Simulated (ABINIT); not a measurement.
# Tellurium (P3_121, 3 atoms a cell): G0W0 in ABINIT against the bands in the screening

Aim: move the bands in the screening of a G0W0 run on Tellurium (P3_121, 3 atoms a cell) over a wide range.

Calculated with ABINIT 10.8.3; PBE and many-body steps on it, plane waves.

Most raw output is cut from this account.

The database entry behind the starting cell differs from later determinations by our own check (inner coordinate of an old entry), so it need not match the best structure at ambient conditions.

## Step 1: Set-up

The structure is trigonal, space group P3_121 (No. 152). The conventional cell has a = 4.454 Å, b = 4.454 Å, c = 5.924 Å, α = 90.00°, β = 90.00°, γ = 120.00°. Nearest to Te lie 2 Te at 2.86 Å.

The cell and positions come from the Crystallography Open Database and are kept as given unless a step says otherwise. Spin-orbit coupling is left out unless a step names it.

## Step 2: Screening, 3×3×2 mesh, 32 bands, screening to 130.6 eV

This step: ABINIT 10.8.3; RPA screening on PBE, plane waves, norm-conserving pseudopotentials.

The RPA dielectric matrix is built and inverted for each q.

File run.abi:

```
acell 3*1.0 Angstrom
rprim 
  4.454000000025 -0.000000000006 0.000000000000
  -2.227000000008 3.857277148481 0.000000000000
  0.000000000000 0.000000000000 5.924000000000
ntypat 1
znucl 52
natom 3
typat 1 1 1
xred 
  0.269000000000 0.000000000000 0.333333333333
  0.000000000000 0.269000000000 0.666666666667
  0.731000000000 0.731000000000 -0.000000000000
pp_dirpath "pseudos"
pseudos "Te.upf"
ecut 34
ngkpt 3 3 2
nshiftk 1
shiftk 0 0 0
kptopt 1
chksymbreak 0
istwfk *1
occopt 1
irdwfk 1
optdriver 3
nband 32
ecuteps 4.8
inclvkb 2
awtr 1
symchi 1
indata_prefix "in"
outdata_prefix "out"
tmpdata_prefix "tmp"
```

On the command line:

```bash
> OMP_NUM_THREADS=1 mpirun -n 4 abinit run.abi > log
```

It took 5.2 s on 4 MPI ranks of Arm Neoverse V1, shared host; peak memory 0.73 GiB.

This step gave:

```
ε∞ with local fields, on this mesh, along the program's q direction : 1579
the same without local fields                                       : 2099
plasma frequency                                                    : 25.50 eV
plane waves in the screening matrix                                 : 329
```

Local fields lower ε∞ by 25 %. The value itself is an artefact of the mesh, where one narrow direct gap carries too much weight.

## Step 3: 32 bands

This step: G0W0 on PBE, plane waves, norm-conserving pseudopotentials.

Edit run.abi of step 2 so:

```diff
@@ -24,8 +24,17 @@
 irdwfk 1
-optdriver 3
-nband 32
+optdriver 4
+nband 100
+gwcalctyp 0
+ecutsigx 34
+symsigma 1
+nkptgw 2
+kptgw 
+  0.3333333333 0.3333333333 0.5000000000
+  0.0000000000 0.0000000000 0.0000000000
+bdgw 
+  23 27
+  22 26
 ecuteps 4.8
-inclvkb 2
-awtr 1
-symchi 1
+irdscr 1
+ppmodel 1
 indata_prefix "in"
```

It took 12 s on 4 MPI ranks; peak memory 0.85 GiB.

This step gave:

- G0W0 gap on the points computed: 0.5710 eV
- starting gap on the mesh: 0.1739 eV
- k of the valence top: 0.3333, 0.3333, 0.5
- k of the conduction bottom: 0.3333, 0.3333, 0.5
- Z at the valence top: 0.776
- Z at the conduction bottom: 0.777
- least direct G0W0 gap on the computed points: 0.5710 eV

## Step 4: Screening, 3×3×2 mesh, 41 bands, screening to 130.6 eV

This step: RPA screening on PBE, plane waves, norm-conserving pseudopotentials.

Edit run.abi of step 3 so:

```diff
@@ -24,17 +24,8 @@
 irdwfk 1
-optdriver 4
-nband 100
-gwcalctyp 0
-ecutsigx 34
-symsigma 1
-nkptgw 2
-kptgw 
-  0.3333333333 0.3333333333 0.5000000000
-  0.0000000000 0.0000000000 0.0000000000
-bdgw 
-  23 27
-  22 26
+optdriver 3
+nband 41
 ecuteps 4.8
-irdscr 1
-ppmodel 1
+inclvkb 2
+awtr 1
+symchi 1
 indata_prefix "in"
```

It took 9.5 s on 4 MPI ranks; peak memory 0.7 GiB; 38 s of CPU time.

This step gave:

* ε∞ with local fields, on this mesh, along the program's q direction: 1604
* the same without local fields: 2099
* plasma frequency: 25.50 eV
* plane waves in the screening matrix: 329

## Step 5: 41 bands

The self-energy is evaluated for the states that the input lists, and the levels follow from it, in one-shot runs by the linearised quasiparticle equation.

This step: G0W0 on PBE, plane waves, norm-conserving pseudopotentials.

Edit run.abi of step 4 so:

```diff
@@ -24,8 +24,17 @@
 irdwfk 1
-optdriver 3
-nband 41
+optdriver 4
+nband 100
+gwcalctyp 0
+ecutsigx 34
+symsigma 1
+nkptgw 2
+kptgw 
+  0.3333333333 0.3333333333 0.5000000000
+  0.0000000000 0.0000000000 0.0000000000
+bdgw 
+  23 27
+  22 26
 ecuteps 4.8
-inclvkb 2
-awtr 1
-symchi 1
+irdscr 1
+ppmodel 1
 indata_prefix "in"
```

Run time: 12 s. Hardware: 4 MPI ranks; peak memory 0.85 GiB.

This step gave:

```yaml
g0w0_gap_on_the_points_computed: 0.516 eV
starting_gap_on_the_mesh: 0.1739 eV
k_of_the_valence_top: 0.3333, 0.3333, 0.5
k_of_the_conduction_bottom: 0.3333, 0.3333, 0.5
z_at_the_valence_top: 0.781
z_at_the_conduction_bottom: 0.782
least_direct_g0w0_gap_on_the_computed_points: 0.516 eV
```

The gap on the mesh goes from 0.17 eV to 0.52 eV, a correction of +0.34 eV.

## Step 6: Screening, 3×3×2 mesh, 100 bands, screening to 130.6 eV

This step: RPA screening on PBE, plane waves, norm-conserving pseudopotentials.

Edit run.abi of step 5 so:

```diff
@@ -24,17 +24,8 @@
 irdwfk 1
-optdriver 4
+optdriver 3
 nband 100
-gwcalctyp 0
-ecutsigx 34
-symsigma 1
-nkptgw 2
-kptgw 
-  0.3333333333 0.3333333333 0.5000000000
-  0.0000000000 0.0000000000 0.0000000000
-bdgw 
-  23 27
-  22 26
 ecuteps 4.8
-irdscr 1
-ppmodel 1
+inclvkb 2
+awtr 1
+symchi 1
 indata_prefix "in"
```

Wall time 31 s (4 MPI ranks); peak memory 0.91 GiB.

Numbers from this step:

| Property | Result |
| --- | --- |
| ε∞ with local fields, on this mesh, along the program's q direction | 1648 |
| the same without local fields | 2099 |
| plasma frequency | 25.50 eV |
| plane waves in the screening matrix | 329 |

## Step 7: 100 bands

This step: G0W0 on PBE, plane waves, norm-conserving pseudopotentials.

Edit run.abi of step 6 so:

```diff
@@ -24,8 +24,17 @@
 irdwfk 1
-optdriver 3
+optdriver 4
 nband 100
+gwcalctyp 0
+ecutsigx 34
+symsigma 1
+nkptgw 2
+kptgw 
+  0.3333333333 0.3333333333 0.5000000000
+  0.0000000000 0.0000000000 0.0000000000
+bdgw 
+  23 27
+  22 26
 ecuteps 4.8
-inclvkb 2
-awtr 1
-symchi 1
+irdscr 1
+ppmodel 1
 indata_prefix "in"
```

Run time: 12 s. Hardware: 4 MPI ranks; peak memory 0.85 GiB; 48 s of CPU time.

Numbers from this step:

- G0W0 gap on the points computed: 0.4780 eV
- starting gap on the mesh: 0.1739 eV
- k of the valence top: 0.3333, 0.3333, 0.5
- k of the conduction bottom: 0.3333, 0.3333, 0.5
- least direct G0W0 gap on the computed points: 0.4780 eV

Against the run before, the gap moves by −0.038 eV.

## Step 8: Screening, 3×3×2 mesh, 201 bands, screening to 130.6 eV

This step: RPA screening on PBE, plane waves, norm-conserving pseudopotentials.

Edit run.abi of step 7 so:

```diff
@@ -24,17 +24,8 @@
 irdwfk 1
-optdriver 4
-nband 100
-gwcalctyp 0
-ecutsigx 34
-symsigma 1
-nkptgw 2
-kptgw 
-  0.3333333333 0.3333333333 0.5000000000
-  0.0000000000 0.0000000000 0.0000000000
-bdgw 
-  23 27
-  22 26
+optdriver 3
+nband 201
 ecuteps 4.8
-irdscr 1
-ppmodel 1
+inclvkb 2
+awtr 1
+symchi 1
 indata_prefix "in"
```

It took 67 s on 4 MPI ranks; peak memory 1.3 GiB.

This step gave:

```yaml
eps_infinity_with_local_fields_on_this_mesh_along_the_program_s_q_direction: 1658
the_same_without_local_fields: 2099
plasma_frequency: 25.50 eV
plane_waves_in_the_screening_matrix: 329
```

## Step 9: 201 bands

This step: G0W0 on PBE, plane waves, norm-conserving pseudopotentials.

Edit run.abi of step 8 so:

```diff
@@ -24,8 +24,17 @@
 irdwfk 1
-optdriver 3
-nband 201
+optdriver 4
+nband 100
+gwcalctyp 0
+ecutsigx 34
+symsigma 1
+nkptgw 2
+kptgw 
+  0.3333333333 0.3333333333 0.5000000000
+  0.0000000000 0.0000000000 0.0000000000
+bdgw 
+  23 27
+  22 26
 ecuteps 4.8
-inclvkb 2
-awtr 1
-symchi 1
+irdscr 1
+ppmodel 1
 indata_prefix "in"
```

Wall time 12 s (4 MPI ranks); peak memory 0.85 GiB; 48 s of CPU time.

This step gave:

```yaml
g0w0_gap_on_the_points_computed: 0.4830 eV
starting_gap_on_the_mesh: 0.1739 eV
k_of_the_valence_top: 0.3333, 0.3333, 0.5
k_of_the_conduction_bottom: 0.3333, 0.3333, 0.5
least_direct_g0w0_gap_on_the_computed_points: 0.4830 eV
```

Against the run before, the gap moves by +0.005 eV.

## Step 10: Side by side

Times are wall times on 4 MPI ranks of Arm Neoverse V1, shared host, good to a factor of about two. A run's time includes the screening step that it read.

```
      run   mesh  bands  screening cutoff (eV)  DFT gap (eV)  gap on the mesh (eV)  direct (eV)  ε∞ used  time
 32 bands  3×3×2    100                  130.6         0.174                 0.571        0.571  1578.52  17 s
 41 bands  3×3×2    100                  130.6         0.174                 0.516        0.516  1604.50  21 s
100 bands  3×3×2    100                  130.6         0.174                 0.478        0.478  1648.45  43 s
201 bands  3×3×2    100                  130.6         0.174                 0.483        0.483  1657.76  79 s
```

## Step 11: Results

```json
{
 "32 bands": "0.571 eV",
 "41 bands": "0.516 eV",
 "100 bands": "0.478 eV",
 "201 bands": "0.483 eV",
 "known limits": "not at the basis limit; model gap, bands may invert with spin-orbit coupling; exchange with frozen shells missing; screening runs away on this mesh; no spin-orbit coupling; coarse k mesh"
}
```

**Reading.** The setting moved: bands in the screening. From 32 bands to 201 bands the gap moves by −0.09 eV, for 4.6 times the time. It holds to 0.03 eV from 100 bands on. Bands and screening cutoff are coupled, so a series along one setting does not show full convergence. Bands and cutoff are finite, so the gap is not at the basis limit. The miss can reach some tenths of an eV and take either sign; the mesh is an error of its own. In the G0W0 runs levels were corrected at 2 k points alone, so a gap called «on the mesh» is the least over those, and an edge elsewhere would be missed. The 3×3×2 mesh is coarse for this cell, which bears on the long-range parts of exchange and screening. With atoms this heavy and so narrow a gap, spin-orbit coupling can invert the bands. These scalar-relativistic gaps are then model values, not to be set against experiment, and a spin-orbit change taken from DFT can't simply be added. The norm-conserving file of at least one element keeps a d shell over frozen s and p shells of the same row. Exchange with those shells is missing from the self-energy, an error of 0.3 to 0.9 eV in cases checked, whose sign depends on which edge lies on those atoms. For the PBE start: On this mesh the RPA ε∞ passes 90, more than nearly any semiconductor shows; a coarse mesh does this where one point with a narrow direct gap carries much weight. The screening is then too strong, and the G0W0 gap should not be taken as the material's.

[Paths, hosts, dates, memory and timing lines, banners, echoed tables and standing remarks are left out of the program output.]

[Logs are printed without paths, hosts, clocks, repeated set-up lines and the standing remarks that a program may print on its own settings, such as how far it seeks lower states.]

[Runs of the session that timed out or met a known fault of the program may be left out.]

[Hosts, paths, dates, database ids (printed as entryN), source tags and the programs' standing remarks are cut or masked in the printed files.]

[G0W0 gaps are taken among the corrected bands and points alone; a level outside them can change the order at an edge.]

[Where Ansatz stands beside ABINIT at settings called matched, ABINIT's density can come from a denser mesh and the files from another edition; pairs whose starting gaps differed by over 0.03 eV were left out, so agreement reads better than it is.]
